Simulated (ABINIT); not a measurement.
# Quasiparticle gap of AlGaN2 (P3m1) in ABINIT, part 3 of 3

Wanted: ground state, empty states, screening and self-energy for AlGaN2 (P3m1).

ABINIT 10.8.3; LDA and many-body steps on it, plane waves. Known limits of the many-body steps: not at the basis limit; exchange with frozen shells missing; no spin-orbit coupling; coarse k mesh.

So far. Step 3 (Bands along the symmetry lines): The gap is 2.921 eV, as in the run before at this level. Step 4 (Empty states on the mesh, 3×3×2 mesh, 34 bands): On this mesh the gap is 2.921 eV.

### Step 5. Screening, 3×3×2 mesh, 30 bands, screening to 87.1 eV

The RPA dielectric matrix is built and inverted for each q.

This step: RPA screening on LDA, plane waves, norm-conserving pseudopotentials.

run.abi

```
acell 3*1.0 Angstrom
rprim 
  3.145282644058 -0.000000000015 0.000000000000
  -1.572641322016 2.723894671844 0.000000000000
  0.000000000000 0.000000000000 5.096893730000
ntypat 3
znucl 13 31 7
natom 4
typat 1 2 3 3
xred 
  0.000000000000 0.000000000000 0.999263770000
  0.666666666667 0.333333333333 0.497174210000
  0.666666666667 0.333333333333 0.111803640000
  0.000000000000 0.000000000000 0.628158390000
pp_dirpath "pseudos"
pseudos "Al.upf, Ga.upf, N.upf"
ecut 36
ngkpt 3 3 2
nshiftk 1
shiftk 0 0 0
kptopt 1
chksymbreak 0
istwfk *1
occopt 1
irdwfk 1
optdriver 3
nband 30
ecuteps 3.2
inclvkb 2
awtr 1
symchi 1
indata_prefix "in"
outdata_prefix "out"
tmpdata_prefix "tmp"
```

The run is started by

```
> OMP_NUM_THREADS=1 mpirun -n 4 abinit run.abi > log
```

Numbers of over 12 decimals in the logs are rounded to 6 here.

The program printed:

```text
.Version 10.8.3 of ABINIT. v10.8.2 released Aug 2026.

 Symmetries : space group P3 m 1 (#156); Bravais hP (primitive hexag.)
[... echo of the input left out ...]
== DATASET  1 ==================================================================
-   mpi_nproc: 4, omp_nthreads: 1 (-1 if OMP is not activated)

--- !DatasetInfo
iteration_state: {dtset: 1, }
dimensions: {natom: 4, nkpt: 6, mband: 30, nsppol: 1, nspinor: 1, nspden: 1, mpw: 3066, }
cutoff_energies: {ecut:  36.0, pawecutdg:  -1.0, }
electrons: {nelect:   2.60000000E+01, charge:   0.00000000E+00, occopt:   1.00000000E+00, tsmear:   1.00000000E-02, }

 SCREENING: Calculation of the susceptibility and dielectric matrices

 Based on a program developped by R.W. Godby, V. Olevano, G. Onida, and L. Reining.
 Incorporated in ABINIT by V. Olevano, G.-M. Rignanese, and M. Torrent.
.Using double precision arithmetic ; gwpc =  8

[... cell and pseudopotentials left out ...]
--------------------------------------------------------------------------------

 ==== K-mesh for the wavefunctions ====
 Number of points in the irreducible wedge :     6
[... list of points left out ...]
 Together with  6 symmetry operations and time-reversal symmetry
 yields    18 points in the full Brillouin Zone.

 ==== Q-mesh for the screening function ====
 Number of points in the irreducible wedge :     6
[... list of points left out ...]
 Together with  6 symmetry operations and time-reversal symmetry
 yields    18 points in the full Brillouin Zone.

 setmesh: FFT mesh size selected  =    20x   20x   36
          total number of points  =        14400

 vcoul_init : cutoff-mode = AUXILIARY_FUNCTION
 q-points for optical limit:   1
     1)      0.000010    0.000020    0.000030

- screening: taking advantage of time-reversal symmetry
- Maximum band index for partially occupied states nbvw = 13
- Remaining bands to be divided among processors   nbcw = 17
- Number of bands treated by each node ~4

 Number of electrons calculated from density =   26.0000; Expected =   26.0000
 average of density, n =  0.088231
 r_s =    1.3935
 omega_plasma =   28.6527 [eV]

 calculating chi0 at frequencies [eV] :
  1    0.000000E+00    0.000000E+00
  2    0.000000E+00    2.865274E+01

--------------------------------------------------------------------------------
  q-point number  1        q = ( 0.000000, 0.000000, 0.000000) [r.l.u.]
--------------------------------------------------------------------------------
[... chi0 elements left out ...]
 For q-point:  0.000010 0.000020 0.000030
  dielectric constant =   6.4518
  dielectric constant without local fields =   6.9174

  Average fulfillment of the sum rule on Im[epsilon] for q-point    1 :     25.48  [%]
[... wings left out ...]
  q-point number  2        q = ( 0.333333, 0.000000, 0.000000) [r.l.u.]
--------------------------------------------------------------------------------
[... chi0 elements left out ...]
  Average fulfillment of the sum rule on Im[epsilon] for q-point    2 :     33.57  [%]

 [... 4 further q-points ...]
```

Elapsed: 4.5 s, on 4 MPI ranks of Arm Neoverse V1, shared host; peak memory 0.34 GiB.

This step gave:

| Item | Value |
| --- | --- |
| ε∞ with local fields, on this mesh, along the program's q direction | 6.452 |
| the same without local fields | 6.917 |
| plasma frequency | 28.65 eV |
| plane waves in the screening matrix | 97 |

Local fields lower ε∞ by 7 %. On a Γ-centred mesh this coarse the value itself is usually too large, while a short band sum pulls it down.

### Step 6. Self-energy, 3×3×2 mesh, 30 bands, screening to 87.1 eV

The self-energy is evaluated for the states that the input lists, and the levels follow from it, in one-shot runs by the linearised quasiparticle equation.

This step: G0W0 on LDA, plane waves, norm-conserving pseudopotentials.

run.abi: that of step 5 with these lines changed.

```diff
@@ -25,8 +25,15 @@
 irdwfk 1
-optdriver 3
+optdriver 4
 nband 30
+gwcalctyp 0
+ecutsigx 36
+symsigma 1
+nkptgw 1
+kptgw 
+  0.0000000000 0.0000000000 0.0000000000
+bdgw 
+  12 15
 ecuteps 3.2
-inclvkb 2
-awtr 1
-symchi 1
+irdscr 1
+ppmodel 1
 indata_prefix "in"
```

The program printed:

```text
.Version 10.8.3 of ABINIT. v10.8.2 released Aug 2026.

 Symmetries : space group P3 m 1 (#156); Bravais hP (primitive hexag.)
[... echo of the input left out ...]
== DATASET  1 ==================================================================
-   mpi_nproc: 4, omp_nthreads: 1 (-1 if OMP is not activated)

--- !DatasetInfo
iteration_state: {dtset: 1, }
dimensions: {natom: 4, nkpt: 6, mband: 30, nsppol: 1, nspinor: 1, nspden: 1, mpw: 3066, }
cutoff_energies: {ecut:  36.0, pawecutdg:  -1.0, }
electrons: {nelect:   2.60000000E+01, charge:   0.00000000E+00, occopt:   1.00000000E+00, tsmear:   1.00000000E-02, }

 SIGMA: Calculation of the GW corrections

 Based on a program developped by R.W. Godby, V. Olevano, G. Onida, and L. Reining.
 Incorporated in ABINIT by V. Olevano, G.-M. Rignanese, and M. Torrent.
.Using double precision arithmetic ; gwpc =  8

[... cell and pseudopotentials left out ...]
--------------------------------------------------------------------------------

 ==== K-mesh for the wavefunctions ====
 Number of points in the irreducible wedge :     6
[... list of points left out ...]
 Together with  6 symmetry operations and time-reversal symmetry
 yields    18 points in the full Brillouin Zone.

 ==== Q-mesh for screening function ====
 Number of points in the irreducible wedge :     6
[... list of points left out ...]
 Together with  6 symmetry operations and time-reversal symmetry
 yields    18 points in the full Brillouin Zone.

 vcoul_init : cutoff-mode = AUXILIARY_FUNCTION
 q-points for optical limit:   1
     1)      0.000010    0.000020    0.000030
 setmesh: FFT mesh size selected  =    27x   27x   54
          total number of points  =        39366

 Number of electrons calculated from density =   26.0000; Expected =   26.0000
 average of density, n =  0.088231
 r_s =    1.3935
 omega_plasma =   28.6527 [eV]

 === KS Band Gaps ===
  >>>> For spin  1
   Minimum direct gap =   2.9210 [eV], located at k-point      :   0.0000  0.0000  0.0000
   Fundamental gap    =   2.9210 [eV], Top of valence bands at :   0.0000  0.0000  0.0000
                                       Bottom of conduction at :   0.0000  0.0000  0.0000
 SIGMA fundamental parameters:
 PLASMON POLE MODEL  1
 number of plane-waves for SigmaX                 3027
 number of plane-waves for SigmaC and W             97
 number of plane-waves for wavefunctions          3027
 number of bands                                    30
 number of independent spin polarizations            1
 number of spinorial components                      1
 number of k-points in IBZ                           6
 number of q-points in IBZ                           6
 number of symmetry operations                       6
 number of k-points in BZ                           18
 number of q-points in BZ                           18
 number of frequencies for dSigma/dE                 9
 frequency step for dSigma/dE [eV]                0.25
 number of omega for Sigma on real axis              0
 max omega for Sigma on real axis  [eV]           0.00
 zcut for avoiding poles [eV]                     0.10

 EPSILON^-1 parameters (SCR file):
 dimension of the eps^-1 matrix on file             97
 dimension of the eps^-1 matrix used                97
 number of plane-waves for wavefunctions          3027
 number of bands                                    30
 number of q-points in IBZ                           6
 number of frequencies                               2
 number of real frequencies                          1
 number of imag frequencies                          1

 matrix elements of self-energy operator (all in [eV])

 Perturbative Calculation

--- !SelfEnergy_ee
iteration_state: {dtset: 1, }
kpoint     : [   0.000,    0.000,    0.000, ]
spin       : 1
KS_gap     :    2.921
QP_gap     :    3.834
Delta_QP_KS:    0.913
data: !SigmaeeData |
     Band     E0 <VxcDFT>   SigX SigC(E0)      Z dSigC/dE  Sig(E)    E-E0       E
       12   5.381 -17.816 -21.198   4.102   0.796  -0.257 -17.243   0.573   5.954
       13   5.381 -17.816 -21.198   4.102   0.796  -0.257 -17.243   0.573   5.954
       14   8.302 -13.907  -9.027  -3.066   0.820  -0.220 -12.420   1.487   9.789
       15  10.864 -12.213  -6.717  -3.510   0.831  -0.204 -10.564   1.650  12.514

== END DATASET(S) ==============================================================
================================================================================

 -outvars: echo values of variables after computation  --------
           etotal      0.0000000000E+00
            nband          30
             nkpt           6
          spgroup         156
 [... the other variables as echoed above ...]

 Calculation completed.
```

Wall time 3.3 s (4 MPI ranks); peak memory 0.36 GiB; 13 s of CPU time.

This step gave:

| Property | Result |
| --- | --- |
| G0W0 gap on the points computed | 3.835 eV |
| starting gap on the mesh | 2.921 eV |
| k of the valence top | 0, 0, 0 |
| k of the conduction bottom | 0, 0, 0 |
| Z at the valence top | 0.796 |
| Z at the conduction bottom | 0.82 |
| least direct G0W0 gap on the computed points | 3.835 eV |

The gap on the mesh goes from 2.92 eV to 3.83 eV, a correction of +0.91 eV.

Limits: finite bands, cutoff and mesh; exchange with frozen shells missing; no spin-orbit coupling; coarse k mesh. v1 is the top filled band, c1 the lowest empty one. Levels before and after the correction, in eV, zero at the valence-band top of each column:

```csv
,conduction bottom,valence top
Kohn-Sham,2.92,0.00
G0W0,3.83,0.00
```

```csv
,level,energy (eV)
Kohn-Sham,Γ v2-v1,0.000
Kohn-Sham,Γ c1,2.921
Kohn-Sham,Γ c2,5.483
G0W0,Γ v2-v1,0.000
G0W0,Γ c1,3.835
G0W0,Γ c2,6.560
```

### Step 7. Where the time went

Times are wall times on 4 MPI ranks of Arm Neoverse V1, shared host, good to a factor of about two.

```csv
step,time,share,memory (GiB)
ground state,18 s,31 %,0.31
bands along the symmetry lines,25 s,43 %,0.32
empty states on the mesh,6.9 s,12 %,0.26
screening,4.5 s,8 %,0.34
self-energy,3.3 s,6 %,0.36
```

### Step 8. What came out

| Quantity | Value |
| --- | --- |
| LDA gap | 2.92 eV, direct |
| G0W0 gap on the mesh | 3.83 eV |
| GW settings | 3×3×2 mesh, 30 bands, screening to 87.1 eV, Godby-Needs plasmon pole |
| known limits | not at the basis limit; exchange with frozen shells missing; no spin-orbit coupling; coarse k mesh |

G0W0 moves the gap on the mesh from 2.92 eV to 3.83 eV (+0.91 eV), with Z of 0.80 and 0.82 at the edges. Local fields lower the RPA ε∞ on this mesh from 6.92 to 6.45; a Γ-centred mesh this coarse tends to raise both, most where the direct gap is narrow, while a short band sum lowers them. Only 1 of the mesh's irreducible points was corrected, so a valley elsewhere could overtake. Bands and cutoff are finite, so the gap is not at the basis limit. The miss can reach some tenths of an eV and take either sign; the mesh is an error of its own. In the G0W0 run levels were corrected at 1 k point alone, so a gap called «on the mesh» is the least over those, and an edge elsewhere would be missed. The 3×3×2 mesh is coarse for this cell, which bears on the long-range parts of exchange and screening. The norm-conserving file of at least one element keeps a d shell over frozen s and p shells of the same row. Exchange with those shells is missing from the self-energy, an error of 0.3 to 0.9 eV in cases checked, whose sign depends on which edge lies on those atoms. The many-body steps are scalar-relativistic: spin-orbit coupling is not in them.

[Paths, hosts, dates, memory and timing lines, banners, echoed tables and standing remarks are left out of the program output.]

[Logs are printed without paths, hosts, clocks, repeated set-up lines and the standing remarks that a program may print on its own settings, such as how far it seeks lower states.]

[Runs of the session that timed out or met a known fault of the program may be left out.]

[Hosts, paths, dates, database ids (printed as entryN), source tags and the programs' standing remarks are cut or masked in the printed files.]

[G0W0 gaps are taken among the corrected bands and points alone; a level outside them can change the order at an edge.]

[Where Ansatz stands beside ABINIT at settings called matched, ABINIT's density can come from a denser mesh and the files from another edition; pairs whose starting gaps differed by over 0.03 eV were left out, so agreement reads better than it is.]
